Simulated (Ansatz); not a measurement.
## TiCdSe3 (model cell, started as cubic perovskite with Ti in the octahedra): relaxing the cell for a phonon run: relaxation

Ansatz 0.2.0; DFT PBE, scalar-relativistic, plane waves, PAW.

The structure was built from a prototype and need not be the compound's stable phase.

It takes space group Pm-3m (No. 221, cubic). The conventional cell has a = 5.067 Å, b = 5.067 Å, c = 5.067 Å, α = 90.00°, β = 90.00°, γ = 90.00°. Cd has 12 Se at 3.58 Å nearest. Nearest to Ti lie 6 Se at 2.53 Å. Nearest to Se lie 2 Ti at 2.53 Å. Farther neighbours and most contacts between anions are not listed.

Step by step:

| step | energy less that of the first step (eV) | largest force component (eV/Å) | pressure (GPa) | volume (Å³) |
| --- | --- | --- | --- | --- |
| 1 | 0.0000 | 0.0000 | -2.77 | 130.06 |
| 2 | -0.0616 | 0.0000 | 0.09 | 123.16 |
| 3 | -0.0616 | 0.0000 | -0.01 | 123.38 |
| 4* | -0.0606 | 0.0000 | -0.01 | 123.38 |

Relaxation steps marked * repeat the geometry before them on a plane-wave basis chosen anew for their cell, so energy and pressure can jump there.

The run keeps the 48 symmetry operations that it works with, so distortions that break them were not tested.

| conventional cell, symmetrised | before | after | change |
| --- | --- | --- | --- |
| a (Å) | 5.067 | 4.978 | -1.7 % |
| b (Å) | 5.067 | 4.978 | -1.7 % |
| c (Å) | 5.067 | 4.978 | -1.7 % |
| volume (Å³/atom) | 26.01 | 24.68 | -5.1 % |

Final coordinates:

```xyz
5
Lattice="4.9782 0.0000 0.0000 0.0000 4.9782 0.0000 0.0000 0.0000 4.9782" Properties=species:S:1:pos:R:3 pbc="T T T"
Cd    0.0000    0.0000    0.0000
Ti    2.4891    2.4891    2.4891
Se    2.4891    2.4891    0.0000
Se    2.4891    0.0000    2.4891
Se    0.0000    2.4891    2.4891
```

Numbers from this step:

```yaml
pressure: -0.005730 GPa
volume_per_atom: 24.68 Å³
```

ELF in the ac plane at fractional y = 0.500, with atoms of Ti and Se within 0.2 Å of it. It is the smooth field of the valence electrons, not physical close to the nuclei.

Ten even steps from '0' (0.02) to '9' (0.79), each cell a mean:
```
00269954798400
10148999996200
53225899974124
88522344432468
99951144213799
68972576724997
26972741644994
47972654744995
89961367513899
99741122212589
75324677752246
21137999995212
00159976898300
00279842698510
```
Columns run along a (5.0 Å), rows up along c (5.0 Å). Atoms in or near the plane, at fractional coordinates: Ti at (0.50, 0.50), Se at (0.50, 0.00), Se at (0.00, 0.50).

Valence density in the ac plane at fractional y = 0.500, with atoms of Ti and Se within 0.2 Å of it. It is the smooth field of the valence electrons, not physical close to the nuclei.

Ten steps, logarithmic in the rise over the least value, from '0' (0 e/Å³) to '9' (30 e/Å³), each cell a mean:
```
00001478621000
00001245321000
00001122210000
11000111100011
32110133210122
75211366521236
97322577631258
96311467631247
53211245311124
21100112100111
00000112110000
00001233210000
00001367521000
00002599731000
```
Columns run along a (5.0 Å), rows up along c (5.0 Å). Atoms in or near the plane, at fractional coordinates: Ti at (0.50, 0.50), Se at (0.50, 0.00), Se at (0.00, 0.50).

Electrostatic potential energy in the ac plane at fractional y = 0.500, with atoms of Ti and Se within 0.2 Å of it. With pseudopotentials it is smooth inside the atoms' cores, unlike the true potential.

Ten even steps from '0' (-28 eV) to '9' (13 eV), each cell a mean:
```
99997466548999
99998544469999
99999866789999
88999877789998
45788643478864
64577200147745
75476100037646
65476100047646
44687411268854
67898766789987
99999877789999
99998644579999
99997455458999
99996467648999
```
Columns run along a (5.0 Å; values clipped at the 3rd and 97th percentile), rows up along c (5.0 Å). Atoms in or near the plane, at fractional coordinates: Ti at (0.50, 0.50), Se at (0.50, 0.00), Se at (0.00, 0.50).

What was run to get this?

The system, level and task follow from the heading and the kind of results. Meshes, cutoffs and thresholds can't be read from the results; these are the ones that the run used.

Contents of input.yaml:

```yaml
crystal:
  lattice:
    - [5.0666, 0.0, 0.0]
    - [0.0, 5.0666, 0.0]
    - [0.0, 0.0, 5.0666]
  atoms:
    - { symbol: Cd, position: [0.0, 0.0, 0.0] }
    - { symbol: Ti, position: [0.5, 0.5, 0.5] }
    - { symbol: Se, position: [0.5, 0.5, 0.0] }
    - { symbol: Se, position: [0.5, 0.0, 0.5] }
    - { symbol: Se, position: [0.0, 0.5, 0.5] }
kpoints:
  mp_grid: { grid: [8, 8, 8] }
hamiltonian:
  xc: pbe
scf:
  occupations: { method: gaussian, width: 0.1 }
output:
  forces: true
  stress: true
  eigenvalues: true
  write_density: true
  write_potential: true
  elf: true
  volumetric_format: npy
relax:
  adjacent_minimum: "off"
  f_tol: 0.005
  max_steps: 80
  cell: { stress_tol: 0.05 }
```

Started as:

```console
ansatz run input.yaml --threads 8 --pin off --max-ram 14336MiB --backend cpu --events-out ev --progress --plain --runs-dir out
```

[Logs are printed without paths, hosts, clocks, repeated set-up lines and the standing remarks that a program may print on its own settings, such as how far it seeks lower states.]

[Hosts, paths, dates, database ids (printed as entryN), source tags and the programs' standing remarks are cut or masked in the printed files.]
